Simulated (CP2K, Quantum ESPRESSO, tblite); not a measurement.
**Random packing of Na49Sb51 (at. %) (59 atoms): other programs against plane waves**

One geometry of random packing of Na49Sb51 (at. %) (59 atoms) is solved by several programs and methods. How far do their forces lie from a plane-wave PBE run?

Results are calculated, not measured.

### Step 1. The structure

The cell holds 59 atoms (29 Na and 30 Sb), with edges of 12.27, 12.27 and 12.27 Å. Recipe: 59 atoms (29 Na, 30 Sb) packed at random in a cube at 3.88 g/cm³ and pushed apart as soft spheres; a start for melting by ab initio MD, not an equilibrated structure. Then every atom was moved at random, 0.03 Å r.m.s. a Cartesian component. The density is 3.88 g/cm³.

### Step 2. The reference input

Quantum ESPRESSO 7.5: Kohn-Sham DFT, PBE, SSSP efficiency 1.3.0 pseudopotentials, plane waves. Its input, pw.in:

```
&control
  calculation = 'scf'
  pseudo_dir = './pseudo'
  outdir = './tmp'
  disk_io = 'none'
  tprnfor = .true.
  tstress = .true.
/
&system
  ibrav = 0
  nat = 59
  ntyp = 2
  ecutwfc = 45
  ecutrho = 360
  nosym = .true.
  occupations = 'smearing'
  smearing = 'fd'
  degauss = 0.003675
/
&electrons
  conv_thr = 2.9e-07
  electron_maxstep = 100
  mixing_beta = 0.2
  mixing_mode = 'local-TF'
  diagonalization = 'david'
/
ATOMIC_SPECIES
Na 22.990 Na.upf
Sb 121.760 Sb.upf
CELL_PARAMETERS angstrom
12.27400 0.00000 0.00000
0.00000 12.27400 0.00000
0.00000 0.00000 12.27400
ATOMIC_POSITIONS crystal
Na 0.23403 0.57830 0.86682
Na 0.41013 0.86442 0.97017
Na 0.40476 0.07223 0.14385
Na 0.69164 0.43628 0.20247
[... 53 atom lines left out ...]
Sb 0.45836 0.60745 0.54377
Sb 0.71804 0.89517 0.77575
K_POINTS gamma
```

```console
$ OMP_NUM_THREADS=1 mpirun -np 4 pw.x -in pw.in > output.txt
```

Elapsed: 4.9 min, on 4 MPI ranks of Arm Neoverse V1, shared host; peak memory 4.1 GiB; 20 min of CPU time.

It converged with an r.m.s. force component of 0.79 eV/Å and a pressure of 3.6 GPa.

### Step 3. What was run beside it

- CP2K 2026.2: Gaussian basis with GTH pseudopotentials and a plane-wave density; labels give functional, basis (MOLOPT sets; SR short-range, UZH the newer set with its own potentials), grid cutoff/relative cutoff and solver (OT: orbital transformation; TRS4, TC2, SIGN: linear-scaling purification with its sparsity filter), or its built-in tight binding.
- tblite 0.8.0: extended tight binding, driven from Python.

All use the same cell and atoms, and the electronic-structure runs the same k-mesh.

### Step 4. Side by side

Differences are against the reference: forces as r.m.s. over components, share as that over the reference's r.m.s. force, slope as the fitted ratio of a run's forces to the reference's.

| run | Δ force, r.m.s. (meV/Å) | share (%) | slope | Δ pressure (GPa) | cores | CPU time | memory (GiB) |
| --- | --- | --- | --- | --- | --- | --- | --- |
| reference | - | - | - | - | 4 | 20 min | 4.1 |
| CP2K LDA, DZVP-MOLOPT-SR, 1200/60 Ry, diagonalisation | 119 | 15.0 | 0.885 | -2.14 | 1 | 4.8 min | 10 |
| CP2K PBE, DZVP-UZH, 1200/60 Ry, diagonalisation | 152 | 19.3 | 1.067 | 0.829 | 1 | 8.4 min | 11 |
| CP2K PBE, DZVP-UZH, 420/60 Ry, diagonalisation (coarse) | 692 | 87.7 | 1.048 | 1.03 | 2 | 3.5 min | 2.9 |
| CP2K PBE, SZV-MOLOPT-SR, 1200/60 Ry, diagonalisation (coarse) | 315 | 39.9 | 1.260 | 2.34 | 1 | 8.7 min | 11 |
| CP2K revPBE, PBE potentials, DZVP-UZH, 1200/60 Ry, diagonalisation | 148 | 18.7 | 1.062 | 1.43 | 1 | 8.8 min | 11 |
| tblite GFN1-xTB | 366 | 46.4 | 0.772 | -5.87 | 1 | 3.1 s | 0.14 |

Rows marked coarse were listed beforehand as settings not expected to be converged; some can still land near the reference.

Runs without a result: CP2K GFN1-xTB, diagonalisation (not converged).

CPU time is summed over cores on shared hosts, of unlike kinds, so it is rough.

### Step 5. What came out

Forces lie from 15 % (CP2K LDA, DZVP-MOLOPT-SR, 1200/60 Ry, diagonalisation) to 88 % (CP2K PBE, DZVP-UZH, 420/60 Ry, diagonalisation, coarse) of the reference's r.m.s. force of 0.79 eV/Å away from it. The PBE run in local orbitals, coarse settings apart, differs by 19 % (CP2K PBE, DZVP-UZH, 1200/60 Ry, diagonalisation); basis, grid and potentials can all enter. Tight binding differs by 46 % (tblite GFN1-xTB); it is another model, with fitted parameters of its own, and the xTB methods hold dispersion. Rows with another functional or a dispersion term differ by 15 % (CP2K LDA, DZVP-MOLOPT-SR, 1200/60 Ry, diagonalisation) to 19 % (CP2K revPBE, PBE potentials, DZVP-UZH, 1200/60 Ry, diagonalisation), which mixes the change of model with differences of basis and potentials, some of them made for another functional.

Runs with settings chosen to be coarse differ by 40 % (CP2K PBE, SZV-MOLOPT-SR, 1200/60 Ry, diagonalisation) to 88 % (CP2K PBE, DZVP-UZH, 420/60 Ry, diagonalisation), their programs' other errors included. CP2K PBE, SZV-MOLOPT-SR, 1200/60 Ry, diagonalisation stiffens the forces by a factor of 1.26 while following their directions (correlation 0.972). From CP2K PBE, DZVP-UZH, 420/60 Ry, diagonalisation to the finer CP2K PBE, DZVP-UZH, 1200/60 Ry, diagonalisation the share falls from 88 to 19 %. The nearest run uses another functional than the reference, so its closeness isn't agreement at one level. Pressures at PBE, coarse settings apart, lie +0.83 GPa from the reference's.

**Limits.** Periodic xTB results under one method name differ between programs and library versions. The potentials hold different valence shells: 711 electrons in the reference, 411 in CP2K with SZV-MOLOPT-SR; this bears on time and differences. The reference's pressure holds the uncorrected Pulay stress of its 45 Ry basis, so small pressure differences may be the reference's own error. The electron count is odd in these runs, and they have no spin polarisation, so the unpaired electron is spread evenly over both spins. The electron count is odd and the run has no spin polarisation, so levels at the top are partly filled by construction. The electronic-structure runs sample only Γ, in a cell whose shortest periodic width is 12 Å, which is coarse for a cell with partly filled levels. Spin–orbit coupling is left out, which matters for the levels of the heavy elements. The reference's pressure of 3.6 GPa reflects the volume that the recipe set, positions that aren't this level's minimum and the basis. Where levels are smeared, the DFT runs use Fermi–Dirac occupations at 580 K (0.05 eV), and energies are free energies. The atoms were displaced at random, and shares hang on the size of the forces that this gives. The reference's cutoffs and mesh weren't converged further here.

[Logs are printed without paths, hosts, clocks, repeated set-up lines and the standing remarks that a program may print on its own settings, such as how far it seeks lower states.]

[Hosts, paths, dates, database ids (printed as entryN), source tags and the programs' standing remarks are cut or masked in the printed files.]

[Cells were taken only where this reference lay near another plane-wave run.]
